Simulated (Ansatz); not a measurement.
# TiSi2 (Zhiqinite, Fddd): zone-centre modes under pressure, part 3 of 3

Aim: how do the optical modes of TiSi2 (Zhiqinite, Fddd) move with volume?

Ansatz 0.2.0; DFT PBEsol, scalar-relativistic, plane waves, PAW; PAW set soft_1.

So far, highest optical mode at the zone centre (no LO-TO term) (cm⁻¹): step 4 (zone-centre response at rest) 441; step 6 (volume ratio 1.06) 402.

The database entry behind the starting cell is an old determination (1939), so it need not match the best structure at ambient conditions.

### Step 8. Modes of this member: 0.9 times the volume at rest

The zone-centre modes follow for 0.9 times the volume at rest.

The input, input.yaml:

```yaml
crystal:
  lattice:
    - [0.0, 3.924522152, 4.1320478308]
    - [2.2953825074, 0.0, 4.1320478308]
    - [2.2953825074, 3.924522152, 0.0]
  atoms:
    - { symbol: Si, position: [0.085744061, 0.414255939, 0.085744061] }
    - { symbol: Si, position: [0.414255939, 0.085744061, 0.414255939] }
    - { symbol: Si, position: [0.164255939, 0.835744061, 0.164255939] }
    - { symbol: Si, position: [0.835744061, 0.164255939, 0.835744061] }
    - { symbol: Ti, position: [0.75, 0.75, 0.75] }
    - { symbol: Ti, position: [0.5, 0.5, 0.5] }
kpoints:
  mp_grid: { grid: [12, 12, 12] }
hamiltonian:
  xc: pbesol
  pseudopotentials: { kind: paw, azcp: { folder: soft_1 }, xc_functional: pbe }
scf:
  occupations: { method: methfessel_paxton, width: 0.2 }
output:
  eigenvalues: true
phonons:
  method: dfpt
```

On the command line:

```console
ansatz run input.yaml --threads 4 --pin off --max-ram 16384MiB --backend cpu --events-out ev --progress --plain --runs-dir out
```

Numbers of over 12 decimals in the logs are rounded to 6 here.

Log:

```text
[...]
Crystal: 6 atoms, lattice volume = 74.445 Å³
Basis set: ecut = 420 eV, 1459 PW (Γ), exchange–correlation on 80×80×80 points (8 copies of the dense FFT grid, shifted against one another)
Bands: 26, of which v1, the nominal top of the filled ones, is band 20 counted from 1 (19 counted from 0)
Symmetry: 8 space group operations
k-points: 476 of 1728 (irreducible under 2 space group operations, time reversal used)
[...]
k-point 2: bands = [... 16 lower, 12.1716, 12.3136, 13.0105, 13.0809, 13.3482, 16.3192, 17.7188, 17.7908, ... 2 higher]
  k-point 475: bands = [... 16 lower, 12.7682, 12.7682, 13.1758, 13.1758, 15.0670, 15.0670, 18.0336, 18.0336, ... 2 higher]
[...]
ASR residual: 4.726e-6 → 0.000e0 eV/Å²; symmetrization residual: 2.817e-6 eV/Å²
  ASR residual per site (eV/Å²): 2.80e-6 2.80e-6 2.80e-6 2.80e-6 4.73e-6 4.73e-6
[...]
[key lines of the parts left out:]
SCF converged after 10 iterations
Free energy (F): -7437.331461 eV
Fermi energy:    14.314780 eV
```

The job ended after 70 s (4 threads of AMD EPYC 9R45, shared host; peak memory 3.3 GiB).

This step gave:

```yaml
sum_rule_residual_before_enforcement: 4.73e-6 eV/Å²
highest_optical_mode_at_the_zone_centre_no_lo_to_term: 515.3 cm⁻¹
lowest_optical_zone_centre_mode: 210.3 cm⁻¹
```

Patterns of degenerate modes are one choice out of their space. Modes at Γ, with each element's share of the kinetic energy:

```
mode  frequency (cm⁻¹)  symmetry  Si %  Ti %
   1               0.0  acoustic    54    46
   2               0.0  acoustic    54    46
   3               0.0  acoustic    54    46
   4             210.3       B2g    69    31
   5             215.4       B3u    84    16
   6             236.9       B1g    38    62
   7             290.8       B1u    86    14
   8             307.1       B3g    48    52
   9             320.6        Ag   100     0
  10             333.9       B3g    79    21
  11             338.8       B2g    31    69
  12             360.0       B2u    46    54
  13             384.0        Au   100     0
  14             417.2       B1g    89    11
  15             439.3       B3u    62    38
  16             459.2       B3g    73    27
  17             482.9       B1u    60    40
  18             515.3       B1g    73    27
```

The lowest optical mode is real, 210 cm⁻¹, and the highest lies at 515.3 cm⁻¹.

For the highest optical mode at the zone centre (no LO-TO term), step 4 gave 441 cm⁻¹; this run, with volume ratio 0.9, gives 515 cm⁻¹ (+17 %).

### Step 9. The series together

The members are set side by side, also those not shown above.

Each row is one cell with its response, relaxed at fixed volume as far as symmetry leaves anything free; energies are extrapolated to zero smearing, and E0 is that at rest; shape and atoms are relaxed in each cell where symmetry leaves them free; all runs use 12×12×12 k points and Methfessel-Paxton smearing of 0.2 eV. State of the crystal along the series:

```
volume ratio  V (Å³/atom)  pressure (GPa)  E - E0 (meV/atom)  first cell vector (Å)  third cell vector (Å)
         0.9        12.41           19.99              78.37                  5.699                  4.546
        0.92        12.68            15.1              48.26                   5.74                  4.584
        0.94        12.96            10.7              26.13                   5.78                  4.621
        0.96        13.23           6.749              11.19                   5.82                  4.658
        0.98        13.51           3.194              2.692                  5.859                  4.694
        0.99        13.65           1.554             0.6586                  5.878                  4.712
           1        13.79        -0.00122                  0                  5.897                   4.73
        1.02        14.06          -2.872              2.523                  5.935                  4.766
        1.04        14.34          -5.452              9.732                  5.973                  4.802
        1.06        14.61          -7.767              21.15                   6.01                  4.838
```

Each mode is tracked from rest by its pattern, and modes that stay within 0.3 cm⁻¹ of each other stand once; the 10 lowest of 15 levels; shape and atoms are relaxed in each cell where symmetry leaves them free; all runs use 12×12×12 k points and Methfessel-Paxton smearing of 0.2 eV. Optical modes along the series:

```
V (Å³/atom)  mode 4 B3u (cm⁻¹)  mode 5 B2g (cm⁻¹)  mode 6 B1g (cm⁻¹)  mode 7 B1u (cm⁻¹)  mode 8 Ag (cm⁻¹)  mode 9 B3g (cm⁻¹)  mode 10 B2g (cm⁻¹)  mode 11 B3g (cm⁻¹)  mode 12 B2u (cm⁻¹)  mode 13 Au (cm⁻¹)
      12.41              215.4              210.3              236.9              290.8             320.6              307.1               338.8               333.9                 360                384
      12.68              210.1              207.7              231.8              280.8               307              298.4               324.3               323.3               348.1              370.7
      12.96              204.7              204.9              226.9                271             293.9                290               310.3                 313               336.7              357.9
      13.23              199.5              202.1              222.2              261.6             281.1              281.9               296.7               302.9               325.5              345.5
      13.51              194.4              199.3              217.6              252.4             268.8              273.9               283.6               293.2               314.7              333.5
      13.65              191.8              197.9              215.3                248             262.7                270               277.2               288.4               309.5              327.6
      13.79              189.3              196.4              213.1              243.6             256.8              266.2               270.9               283.7               304.3              321.8
      14.06              184.3              193.5              208.8                235             245.2              258.7               258.4               274.5               294.1              310.5
      14.34              179.4              190.6              204.7              226.7             233.8              251.3               246.4               265.5               284.3              299.4
      14.61              174.6              187.7              200.7              218.7             222.7              244.1               234.7               256.7               274.8              288.7
```

From cubic fits (parabolas where under five rows exist) of ln ω and P against ln V through the rows within about 4 % of rest: γ = −d ln ω / d ln V and dω/dP = γ ω / B. Slopes at rest:

```
       mode  fitted frequency at rest (cm⁻¹)  Grüneisen parameter γ  dω/dP (cm⁻¹/GPa)
 mode 4 B3u                            189.3                   1.32              1.66
 mode 5 B2g                            196.4                   0.73              0.95
 mode 6 B1g                            213.1                   1.02              1.44
 mode 7 B1u                            243.6                   1.79              2.88
  mode 8 Ag                            256.8                    2.3               3.9
 mode 9 B3g                            266.2                   1.43              2.52
mode 10 B2g                            270.8                   2.32              4.15
mode 11 B3g                            283.7                   1.65              3.09
mode 12 B2u                            304.3                   1.69               3.4
 mode 13 Au                            321.8                   1.78               3.8
mode 14 B1g                            346.3                   1.87              4.27
mode 15 B3u                            376.1                   1.53              3.81
mode 16 B3g                            391.7                   1.55              4.03
```

### Step 10. Outcome

```json
{"members": "10", "highest optical mode at the zone centre (no LO-TO term), at rest": "441.1 cm⁻¹", "bulk modulus at rest": "151 GPa", "mode 13 Au, γ": "1.78", "mode 14 B1g, γ": "1.87", "mode 15 B3u, γ": "1.53", "mode 16 B3g, γ": "1.55"}
```

The series spans -7.8 to 20.0 GPa, and the slope at rest gives a bulk modulus of 151 GPa. Among the modes in the table of slopes γ runs from 0.73 (mode 5 B2g) to 2.32 (mode 10 B2g). One k mesh and one cutoff serve the ground states and modes of all volumes. These are harmonic frequencies at zero temperature: anharmonic shifts, linewidths and thermal expansion are left out. With no gap, or one that is small against the smearing, the frequencies hang on the k mesh and the smearing, most of all near Kohn anomalies. The PAW files were made for PBE; the program adapts parts of them to the functional of the run, but their partial waves stay those of PBE, an approximation that was not tested in this session. Only the zone centre was solved, so an instability at another wavevector cannot show here.

[Logs are printed without paths, hosts, clocks, repeated set-up lines and the standing remarks that a program may print on its own settings, such as how far it seeks lower states.]

[Hosts, paths, dates, database ids (printed as entryN), source tags and the programs' standing remarks are cut or masked in the printed files.]
